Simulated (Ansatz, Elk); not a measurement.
# How far do independent atoms describe SiW?

Structure refinements treat a crystal as free atoms side by side. For a made-up structure of SiW (cell and positions from a PBE relaxation) the runs below show what the calculated density changes in F(hkl).

Method: DFT, PBE, all-electron APW+lo, Dirac cores, scalar-relativistic bands, static density, no spin, in Elk 11.2.3 (patched build).

The structure was built from a prototype and need not be the compound's stable phase.

### 1. Set-up

The structure is cubic, space group Pm-3m (No. 221). The conventional cell has a = 3.057 Å, b = 3.057 Å, c = 3.057 Å, α = 90.00°, β = 90.00°, γ = 90.00°. Nearest to W lie 8 Si at 2.65 Å. Nearest to Si lie 8 W at 2.65 Å. Farther neighbours are not listed.

### 2. Ground state and structure factors

An all-electron density is needed, since X-rays see the cores too. Task 0 finds the density and task 195 Fourier-transforms it; tshift is off so that phases refer to the origin typed.

elk.in reads:

```
tasks
  0
  195

xctype
  20

spinpol
  .false.

rgkmax
  7.0

gmaxvr
  14.0

lmaxo
  7

lmaxapw
  8

swidth
  0.002

tshift
  .false.

ramdisk
  .false.

hmaxvr
  5.5

maxscl
  120

epspot
  1e-06

sppath
  './'

avec
  5.77620908366 -0.00000000000 -0.00000000000
  -0.00000000000 5.77620908366 0.00000000000
  -0.00000000000 0.00000000000 5.77620908366

atoms
  2
  'W.in'
  1
  0.0000000000 0.0000000000 -0.0000000000   0.000000 0.000000 0.000000
  'Si.in'
  1
  0.5000000000 0.5000000000 0.5000000000   0.000000 0.000000 0.000000

ngridk
  7 7 7
```

Started as:

```sh
$ OMP_NUM_THREADS=4 elk
```

Numbers of over 12 decimals in the logs are rounded to 6 here.

What it wrote:

```text
┌─────────────────────────┐
│ Elk code version 11.2.3 │
└─────────────────────────┘

All units are atomic (Hartree, Bohr, etc.)

┌─────────────────────────────────────────────────┐
│ Ground-state run starting from atomic densities │
└─────────────────────────────────────────────────┘

Lattice vectors :
   5.776209084      -0.000000000      -0.000000000
  -0.000000000       5.776209084       0.000000000
  -0.000000000       0.000000000       5.776209084

Reciprocal lattice vectors :
   1.087769715       0.000000000       0.000000000
   0.000000000       1.087769715       0.000000000
   0.000000000       0.000000000       1.087769715

Unit cell volume      :    192.7208558
Brillouin zone volume :    1.287095849

Muffin-tin inner radius fraction :   0.1000000000E-01

Nuclei treated as point charges

Species : 1 (W)
 parameters loaded from : W.in
 name : tungsten
 nuclear charge    :   -74.00000000
 electronic charge :    74.00000000
 atomic mass :    335119.8193
 muffin-tin radius :    2.773312530
 number of radial points in muffin-tin :   1393
 inner part over the whole radius :   0.9931184019E-02
 number on inner part of muffin-tin    :    999
 approximate nuclear radius :   0.1010025921E-03
 number of mesh points to nuclear radius :    520
 atomic positions (lattice), magnetic fields (Cartesian) :
  1 :   0.00000000  0.00000000  0.00000000    0.00000000  0.00000000  0.00000000

Species : 2 (Si)
 parameters loaded from : Si.in
 name : silicon
 nuclear charge    :   -14.00000000
 electronic charge :    14.00000000
 atomic mass :    51196.73458
 muffin-tin radius :    2.179031274
 number of radial points in muffin-tin :    793
 inner part over the whole radius :   0.9928403768E-02
 number on inner part of muffin-tin    :    553
 approximate nuclear radius :   0.5963282101E-04
 number of mesh points to nuclear radius :    246
 atomic positions (lattice), magnetic fields (Cartesian) :
  1 :   0.50000000  0.50000000  0.50000000    0.00000000  0.00000000  0.00000000

Total number of atoms per unit cell :    2
Total muffin-tin volume :    132.6870556
 ratio of muffin-tin to unit cell volume :   0.6884934952

Spin treatment :
 spin-unpolarised

Number of Bravais lattice symmetries :   48
Number of crystal symmetries         :   48
Crystal has inversion symmetry
Real symmetric eigensolver will be used

k-point grid :      7     7     7
k-point offset :    0.000000000       0.000000000       0.000000000
k-point set is reduced with full crystal symmetry group
Total number of k-points :       20

Muffin-tin radius times maximum |G+k| :    7.000000000
 using average radius
Maximum |G+k| for APW functions       :    2.826944282
Maximum (1/2)|G+k|²                   :    3.995806987
Maximum |G| for potential and density :    14.00000000
Constant for pseudocharge density :   10
 order of it for each species :   17  17
 order of it for pair densities of each species (exact exchange by exxq0 0: 18) :   12   6
Radial integration step length :    1

G-vector grid sizes :     27    27    27
Number of G-vectors :     8925

Maximum angular momentum used for
 APW functions            :    8
 outer part of muffin-tin :    7
 inner part of muffin-tin :    2

Total nuclear charge    :   -88.00000000
Total core charge       :    56.00000000
Total valence charge    :    32.00000000
Total excess charge     :    0.000000000
Total electronic charge :    88.00000000

Effective Wigner radius, rₛ :   0.8055994197

Number of empty states         :      8
Total number of valence states :     25
Total number of core states    :     56

Third-order local-orbitals added for an l without core states : T
Total number of local-orbitals :     43

Exchange-correlation functional :     20     0     0
 Perdew-Burke-Ernzerhof, Phys. Rev. Lett. 77, 3865 (1996)
 gradient requirement :    1
 generalised gradient approximation (GGA)

Smearing type :    3
 Fermi-Dirac
Smearing width :   0.2000000000E-02
Effective electronic temperature (K) :    631.5500496

Mixing type :    3
[...]
xc potential                :     -449.45010729578
 exchange                    :     -340.99624221341
 correlation                 :     -5.088580
 electron entropic           :    -0.99827626409645E-03
 total energy                :     -16456.995103413

Density of states at Fermi energy :    85.55818844
 (states/Hartree/unit cell)

Estimated indirect band gap :   0.8448332008E-02
 from k-point 10 to k-point 16
Estimated direct band gap   :   0.2254979436E-01
 at k-point 18

Charges :
 core                        :    56.00000000
 valence                     :    32.00000000
 interstitial                :    2.644009167
 muffin-tins (core leakage)
  species : 1 (W)
   atom 1                    :    72.94177751     ( -0.2063000153E-06)
  species : 2 (Si)
   atom 1                    :    12.41421332     (  0.1581059230E-02)
 total in muffin-tins        :    85.35599083
 total calculated charge     :    87.99767105
 total charge                :    88.00000000
 error                       :   0.2328951935E-02

RMS change in Kohn-Sham potential (target) :   0.3928762626     (  0.1000000000E-05)
Absolute change in total energy (target)   :   0.3753611383     (  0.1000000000E-03)

[... loops 3 to 13 left out ...]

┌──────────────────┐
│ Loop number : 14 │
└──────────────────┘

Energies :
 Fermi                       :     0.440808
 sum of occupied eigenvalues :     -10049.216030805
 electron kinetic            :      18505.070122948
 core electron kinetic       :      17859.486816236
 Coulomb                     :     -34614.882588300
 Coulomb potential           :     -28101.484723814
 nuclear-nuclear             :     -1536.8871155562
 electron-nuclear            :     -38087.744152491
 Hartree                     :      5009.7486797474
 Madelung                    :     -20564.140226393
 xc potential                :     -452.80142993965
 exchange                    :     -341.25803766313
 correlation                 :     -5.089515
 electron entropic           :    -0.84163559962048E-03
 total energy                :     -16456.160859215

Density of states at Fermi energy :    70.69059307
 (states/Hartree/unit cell)

Estimated indirect band gap :   0.2478610589E-02
 from k-point 14 to k-point 11
Estimated direct band gap   :   0.2251004135E-01
 at k-point 15

Charges :
 core                        :    56.00000000
 valence                     :    32.00000000
 interstitial                :    2.517913233
 muffin-tins (core leakage)
  species : 1 (W)
   atom 1                    :    73.18032612     ( -0.2129292369E-06)
  species : 2 (Si)
   atom 1                    :    12.30176065     (  0.1512959110E-02)
 total in muffin-tins        :    85.48208677
 total calculated charge     :    87.99768609
 total charge                :    88.00000000
 error                       :   0.2313914410E-02

RMS change in Kohn-Sham potential (target) :   0.4583524551E-07 (  0.1000000000E-05)
Absolute change in total energy (target)   :   0.4005698429E-04 (  0.1000000000E-03)

Convergence targets achieved

┌──────────────────┐
│ Loop number : 15 │
└──────────────────┘

Energies :
 Fermi                       :     0.440808
 sum of occupied eigenvalues :     -10049.216028529
 electron kinetic            :      18505.070129594
 core electron kinetic       :      17859.486821655
 Coulomb                     :     -34614.882593550
 Coulomb potential           :     -28101.484726987
 nuclear-nuclear             :     -1536.8871155562
 electron-nuclear            :     -38087.744159905
 Hartree                     :      5009.7486819117
 Madelung                    :     -20564.140230057
 xc potential                :     -452.80143113646
 exchange                    :     -341.25803773717
 correlation                 :     -5.089515
 electron entropic           :    -0.84163547455376E-03
 total energy                :     -16456.160857893

Density of states at Fermi energy :    70.69058033
 (states/Hartree/unit cell)

Estimated indirect band gap :   0.2478612490E-02
 from k-point 14 to k-point 11
Estimated direct band gap   :   0.2251003970E-01
 at k-point 15

Charges :
 core                        :    56.00000000
 valence                     :    32.00000000
 interstitial                :    2.517913212
 muffin-tins (core leakage)
  species : 1 (W)
   atom 1                    :    73.18032623     ( -0.2129303311E-06)
  species : 2 (Si)
   atom 1                    :    12.30176056     (  0.1512959093E-02)
 total in muffin-tins        :    85.48208679
 total calculated charge     :    87.99768609
 total charge                :    88.00000000
 error                       :   0.2313914435E-02

┌──────────────────────────────┐
│ Self-consistent loop stopped │
└──────────────────────────────┘

Warning : core states of species 2 leak from the muffin-tin :   0.1512959093E-02

Wrote STATE.OUT
```

Elapsed: 7 s, on 4 threads of Arm Neoverse V2, shared host; peak memory 0.15 GiB.

SFACRHO.OUT:

```text

h k l indices transformed by vhmat matrix:
   1.000000000       0.000000000       0.000000000    
   0.000000000       1.000000000       0.000000000    
   0.000000000       0.000000000       1.000000000    

      h      k      l  multipl.   |H|            Re(F)            Im(F)           |F|

      0      0      0      1   0.0000000       87.999999      0.16362643E-16   87.999999    
     -1      0      0      6   1.0877697       54.599647     -0.53738403E-14   54.599647    
      0     -1      1     12   1.5383387       69.133019      0.10405327E-14   69.133019    
     -1     -1      1      8   1.8840724       48.120403     -0.47625221E-14   48.120403    
     -2      0      0      6   2.1755394       61.553186      0.90122666E-14   61.553186    
      1      0      2     24   2.4323270       43.760657      0.16282097E-13   43.760657    
      1      1      2     24   2.6644808       56.330226     -0.16426745E-13   56.330226    
      0     -2      2     12   3.0766774       52.212699      0.15335662E-14   52.212699    
     -1     -2      2     24   3.2633091       37.772388     -0.92156433E-14   37.772388    
      0     -3      0      6   3.2633091       37.806249     -0.13501442E-13   37.806249    
     -3      0      1     24   3.4398299       48.846254      0.12233036E-13   48.846254    
     -3     -1     -1     24   3.6077240       35.695676     -0.13890106E-13   35.695676    
      2     -2      2      8   3.7681448       45.998884     -0.13467522E-14   45.998884    
      2      3      0     24   3.9220095       33.947239      0.12876868E-13   33.947239    
     -1      2      3     48   4.0700616       43.572274     -0.11786593E-13   43.572274    
      0      4      0      6   4.3510789       41.460450     -0.10988845E-13   41.460450    
     -2      2      3     24   4.4849894       31.139157      0.10017031E-13   31.139157    
      4      0      1     24   4.4849894       31.148804      0.11162774E-13   31.148804
```

Elk indexes on the primitive cell of elk.in and gives |H| = 4π sin θ/λ in inverse bohr. Below, one row stands for each form hkl of the conventional cell (m members, Friedel mates merged), F is for one primitive cell and the density is static (no thermal factor). Free-atom factors are Waasmaier and Kirfel's, and R is Σm||F|−|F'||/Σm|F|.

```
hkl   m  sin θ/λ (Å⁻¹)  abs F, DFT  neutral atoms   diff.
100   6          0.164      54.600         54.699  -0.100
110  12          0.231      69.133         69.412  -0.279
111   8          0.283      48.120         48.276  -0.155
200   6          0.327      61.553         61.709  -0.156
210  24          0.366      43.761         43.756  +0.005
211  24          0.401      56.330         56.348  -0.018
220  12          0.463      52.213         52.215  -0.002
221  24          0.491      37.772         37.807  -0.035
300   6          0.491      37.806         37.807  -0.001
310  24          0.517      48.846         48.872  -0.026
311  24          0.542      35.696         35.740  -0.044
222   8          0.567      45.999         46.073  -0.074
320  24          0.590      33.947         34.021  -0.073
321  48          0.612      43.572         43.666  -0.094
400   6          0.654      41.461         41.556  -0.095
322  24          0.674      31.139         31.241  -0.101
410  24          0.674      31.149         31.241  -0.092
411  24          0.694      39.577         39.677  -0.101
```

### 3. The highest occupied states alone

An energy window below the Fermi level keeps the highest occupied states, to see at which angles they scatter; shallow core shells can lie inside it and anion s states outside. No new self-consistency is needed.

elk.in, as its differences from that of step 2:

```diff
@@ -1,3 +1,2 @@
 tasks
-  0
   195
@@ -40,2 +39,5 @@
 
+wsfac
+  -0.000180 0.740810
+
 sppath
```

Started as:

```sh
$ OMP_NUM_THREADS=4 elk
```

What it wrote:

```text
┌─────────────────────────────────┐
│ Elk code version 11.2.3 started │
└─────────────────────────────────┘

Info(readinput): the functional depends on the density's gradient
 muffin-tin radial points multiplied by    2.00000
 (not where nrmtscf is given)

┌────────────────────┐
│ Current task : 195 │
└────────────────────┘
Info(checkmt): changed muffin-tin radius of species 1 (W) from   2.8000 to   2.7733
Info(checkmt): changed muffin-tin radius of species 2 (Si) from   2.2000 to   2.1790

Info(sfacrho): density structure factors written to SFACRHO.OUT

 Energy window :  -0.1800000000E-03  0.7408100000

┌──────────────────┐
│ Elk code stopped │
└──────────────────┘
```

The job ended after 2.3 s (4 threads; peak memory 0.16 GiB; 3.7 s of CPU time).

States within 12 eV below the Fermi level hold 9.96 electrons; any levels below the window count with the cores. Their amplitudes can exceed the total, where window and core parts have opposite phase:

```
hkl  sin θ/λ (Å⁻¹)  abs F, window  abs F, all
100          0.164          0.653      54.600
110          0.231          0.634      69.133
111          0.283          0.195      48.120
200          0.327          0.081      61.553
210          0.366          0.125      43.761
211          0.401          0.074      56.330
220          0.463          0.034      52.213
221          0.491          0.094      37.772
300          0.491          0.059      37.806
310          0.517          0.012      48.846
```

[end of part 1 of 2]

[Logs are printed without paths, hosts, clocks, repeated set-up lines and the standing remarks that a program may print on its own settings, such as how far it seeks lower states.]

[Hosts, paths, dates, database ids (printed as entryN), source tags and the programs' standing remarks are cut or masked in the printed files.]
